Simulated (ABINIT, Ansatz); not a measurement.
# Rb2AlTlH6 (Fm-3m): G0W0 on several meshes in ABINIT, part 2 of 2

Aim: the GW shift of Rb2AlTlH6 (Fm-3m) against the k mesh.

ABINIT 10.8.3; LDA and many-body steps on it, plane waves. Known limits of the many-body steps: not at the basis limit; exchange with frozen shells missing; no spin-orbit coupling; coarse k mesh.

So far. Step 4 (2×2×2): The gap on the mesh goes from 0.40 eV to 1.42 eV, a correction of +1.02 eV. Step 5 (Empty states on the mesh, 4×4×4 mesh, 140 bands): On this mesh the gap is 0.401 eV.

### Step 7. 4×4×4

This step: G0W0 on LDA, plane waves, norm-conserving pseudopotentials.

Input file run.abi:

```
acell 3*1.0 Angstrom
rprim 
  0.000000000000 4.343365000000 4.343365000000
  4.343365000000 -0.000000000000 4.343365000000
  4.343365000000 4.343365000000 -0.000000000000
ntypat 4
znucl 37 13 81 1
natom 10
typat 1 1 2 3 4 4 4 4 4 4
xred 
  0.250000000000 0.250000000000 0.250000000000
  0.750000000000 0.750000000000 0.750000000000
  0.500000000000 0.500000000000 0.500000000000
  0.000000000000 0.000000000000 -0.000000000000
  0.294156000000 0.705844000000 0.705844000000
  0.294156000000 0.705844000000 0.294156000000
  0.705844000000 0.294156000000 0.705844000000
  0.705844000000 0.705844000000 0.294156000000
  0.294156000000 0.294156000000 0.705844000000
  0.705844000000 0.294156000000 0.294156000000
pp_dirpath "pseudos"
pseudos "Rb.upf, Al.upf, Tl.upf, H.upf"
ecut 31
ngkpt 4 4 4
nshiftk 1
shiftk 0 0 0
kptopt 1
chksymbreak 0
istwfk *1
occopt 1
irdwfk 1
optdriver 4
nband 128
gwcalctyp 0
ecutsigx 31
symsigma 1
nkptgw 3
kptgw 
  0.5000000000 0.5000000000 0.0000000000
  0.5000000000 0.0000000000 0.0000000000
  0.0000000000 0.0000000000 0.0000000000
bdgw 
  19 22
  18 23
  19 23
ecuteps 4.2
irdscr 1
ppmodel 1
indata_prefix "in"
outdata_prefix "out"
tmpdata_prefix "tmp"
```

Started as:

```sh
OMP_NUM_THREADS=1 mpirun -n 4 abinit run.abi > log
```

Numbers of over 12 decimals in the logs are rounded to 6 here.

The log of the run:

```text
.Version 10.8.3 of ABINIT. v10.8.2 released Aug 2026.

 Symmetries : space group Fm -3 m (#225); Bravais cF (face-center cubic)
[... echo of the input left out ...]
== DATASET  1 ==================================================================
-   mpi_nproc: 4, omp_nthreads: 1 (-1 if OMP is not activated)

--- !DatasetInfo
iteration_state: {dtset: 1, }
dimensions: {natom: 10, nkpt: 8, mband: 128, nsppol: 1, nspinor: 1, nspden: 1, mpw: 9185, }
cutoff_energies: {ecut:  31.0, pawecutdg:  -1.0, }
electrons: {nelect:   4.00000000E+01, charge:   0.00000000E+00, occopt:   1.00000000E+00, tsmear:   1.00000000E-02, }

 SIGMA: Calculation of the GW corrections

 Based on a program developped by R.W. Godby, V. Olevano, G. Onida, and L. Reining.
 Incorporated in ABINIT by V. Olevano, G.-M. Rignanese, and M. Torrent.
.Using double precision arithmetic ; gwpc =  8

[... cell and pseudopotentials left out ...]
--------------------------------------------------------------------------------

 ==== K-mesh for the wavefunctions ====
 Number of points in the irreducible wedge :     8
[... list of points left out ...]
 Together with 48 symmetry operations and time-reversal symmetry
 yields    64 points in the full Brillouin Zone.

 ==== Q-mesh for screening function ====
 Number of points in the irreducible wedge :     8
[... list of points left out ...]
 Together with 48 symmetry operations and time-reversal symmetry
 yields    64 points in the full Brillouin Zone.

 vcoul_init : cutoff-mode = AUXILIARY_FUNCTION
 q-points for optical limit:   1
     1)      0.000010    0.000020    0.000030
 setmesh: FFT mesh size selected  =    60x   60x   60
          total number of points  =       216000

 Number of electrons calculated from density =   40.0000; Expected =   40.0000
[...]
number of plane-waves for wavefunctions          9185
 number of bands                                   128
 number of q-points in IBZ                           8
 number of frequencies                               2
 number of real frequencies                          1
 number of imag frequencies                          1

 matrix elements of self-energy operator (all in [eV])

 Perturbative Calculation

--- !SelfEnergy_ee
iteration_state: {dtset: 1, }
kpoint     : [   0.500,    0.500,    0.000, ]
spin       : 1
KS_gap     :    1.814
QP_gap     :    2.912
Delta_QP_KS:    1.098
data: !SigmaeeData |
     Band     E0 <VxcDFT>   SigX SigC(E0)      Z dSigC/dE  Sig(E)    E-E0       E
       19   1.021 -11.150 -13.921   2.069   0.760  -0.315 -11.684  -0.534   0.488
       20   2.165 -11.801 -13.684   1.268   0.772  -0.296 -12.275  -0.474   1.691
       21   3.979  -9.214  -5.621  -2.813   0.800  -0.250  -8.590   0.624   4.603
[...]
--- !SelfEnergy_ee
iteration_state: {dtset: 1, }
kpoint     : [   0.500,    0.000,    0.000, ]
spin       : 1
KS_gap     :    2.698
QP_gap     :    3.832
Delta_QP_KS:    1.134
data: !SigmaeeData |
     Band     E0 <VxcDFT>   SigX SigC(E0)      Z dSigC/dE  Sig(E)    E-E0       E
[...]
--- !SelfEnergy_ee
iteration_state: {dtset: 1, }
kpoint     : [   0.000,    0.000,    0.000, ]
spin       : 1
KS_gap     :    3.500
QP_gap     :    4.572
Delta_QP_KS:    1.072
data: !SigmaeeData |
     Band     E0 <VxcDFT>   SigX SigC(E0)      Z dSigC/dE  Sig(E)    E-E0       E
[...]
22   4.155  -9.420  -5.914  -2.800   0.795  -0.257  -8.858   0.561   4.717
       23   4.155  -9.420  -5.914  -2.800   0.795  -0.257  -8.858   0.561   4.717

== END DATASET(S) ==============================================================
================================================================================

 -outvars: echo values of variables after computation  --------
           etotal      0.0000000000E+00
            nband         128
             nkpt           8
          spgroup         225
 [... the other variables as echoed above ...]

 Calculation completed.
```

It took 63 s on 4 MPI ranks of Arm Neoverse V1, shared host; peak memory 2.2 GiB; 4.2 min of CPU time.

This step gave:

- G0W0 gap on the points computed: 1.424 eV
- starting gap on the mesh: 0.4014 eV
- k of the valence top: 0.5, 0.5, 0
- k of the conduction bottom: 0.5, 0, 0
- Z at the valence top: 0.772
- Z at the conduction bottom: 0.806
- least direct G0W0 gap on the computed points: 2.912 eV

Against G0W0 in ABINIT (2×2×2 mesh, 128 bands, screening to 114.3 eV, Godby-Needs plasmon pole), the gap moves by +0.003 eV.

### Step 8. The runs together

Times are wall times on 4 MPI ranks of Arm Neoverse V1, shared host, good to a factor of about two. A run's time includes the screening step that it read.

| run | mesh | bands | screening cutoff (eV) | DFT gap (eV) | gap on the mesh (eV) | direct (eV) | ε∞ used | time |
| --- | --- | --- | --- | --- | --- | --- | --- | --- |
| 2×2×2 | 2×2×2 | 128 | 114.3 | 0.401 | 1.421 | 2.892 | 8.98 | 48 s |
| 4×4×4 | 4×4×4 | 128 | 114.3 | 0.401 | 1.424 | 2.912 | 6.40 | 4 min |

### Step 9. Summary of results

```json
{
  "2×2×2": "1.421 eV",
  "4×4×4": "1.424 eV",
  "known limits": "not at the basis limit; exchange with frozen shells missing; no spin-orbit coupling; coarse k mesh"
}
```

What this shows: 4×4×4: +0.003 eV against 2×2×2. Bands and cutoff are finite, so the gap is not at the basis limit. The miss can reach some tenths of an eV and take either sign; the mesh is an error of its own. The 2×2×2 mesh is coarse for this cell, which bears on the long-range parts of exchange and screening. Where an edge is built on 6p states of lead, bismuth or thallium, scalar-relativistic gaps usually stand too wide, by a few tenths to over one eV. The norm-conserving file of at least one element keeps a d shell over frozen s and p shells of the same row. Exchange with those shells is missing from the self-energy, an error of 0.3 to 0.9 eV in cases checked, whose sign depends on which edge lies on those atoms. The many-body steps are scalar-relativistic: spin-orbit coupling is not in them.

[Paths, hosts, dates, memory and timing lines, banners, echoed tables and standing remarks are left out of the program output.]

[Logs are printed without paths, hosts, clocks, repeated set-up lines and the standing remarks that a program may print on its own settings, such as how far it seeks lower states.]

[Runs of the session that timed out or met a known fault of the program may be left out.]

[Hosts, paths, dates, database ids (printed as entryN), source tags and the programs' standing remarks are cut or masked in the printed files.]

[G0W0 gaps are taken among the corrected bands and points alone; a level outside them can change the order at an edge.]

[Where Ansatz stands beside ABINIT at settings called matched, ABINIT's density can come from a denser mesh and the files from another edition; pairs whose starting gaps differed by over 0.03 eV were left out, so agreement reads better than it is.]
